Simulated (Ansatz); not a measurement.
```cif
data_structure
_symmetry_space_group_name_H-M 'I4/mmm'
_symmetry_Int_Tables_number 139
_cell_length_a 4.6025
_cell_length_b 4.6025
_cell_length_c 10.8672
_cell_angle_alpha 90.000
_cell_angle_beta 90.000
_cell_angle_gamma 90.000
_cell_volume 230.20
loop_
_atom_site_label
_atom_site_type_symbol
_atom_site_symmetry_multiplicity
_atom_site_Wyckoff_symbol
_atom_site_fract_x
_atom_site_fract_y
_atom_site_fract_z
_atom_site_occupancy
Ba1 Ba 2 a 0.00000 0.00000 0.00000 1
Ag1 Ag 4 d 0.50000 0.00000 0.25000 1
As1 As 4 e 0.50000 0.50000 0.11580 1
```

What reflectivity and colour does Ansatz, PBE, independent particles, without spin-orbit coupling, line width 0.2 eV (Gaussian), carrier damping 0.1 eV give for this metal?

Reflectivity along the first axis:

| E (eV) | R (%) |
| --- | --- |
| 1.00 | 30.5 |
| 1.25 | 33.6 |
| 1.50 | 37.2 |
| 1.75 | 38.4 |
| 2.00 | 37.5 |
| 2.25 | 37.4 |
| 2.50 | 38.4 |
| 2.75 | 40.0 |
| 3.00 | 42.2 |
| 3.25 | 43.1 |
| 3.50 | 41.1 |
| 3.75 | 39.7 |
| 4.00 | 40.3 |
| 4.25 | 42.3 |
| 4.50 | 44.3 |
| 4.75 | 44.1 |
| 5.00 | 41.9 |

The colour is light grey: CIE x = 0.321, y = 0.333, luminous reflectivity 43 % under D65, from the mean over the axes. The mesh is 14×14×14, and the carriers' damping is typed.

[Logs are printed without paths, hosts, clocks, repeated set-up lines and the standing remarks that a program may print on its own settings, such as how far it seeks lower states.]
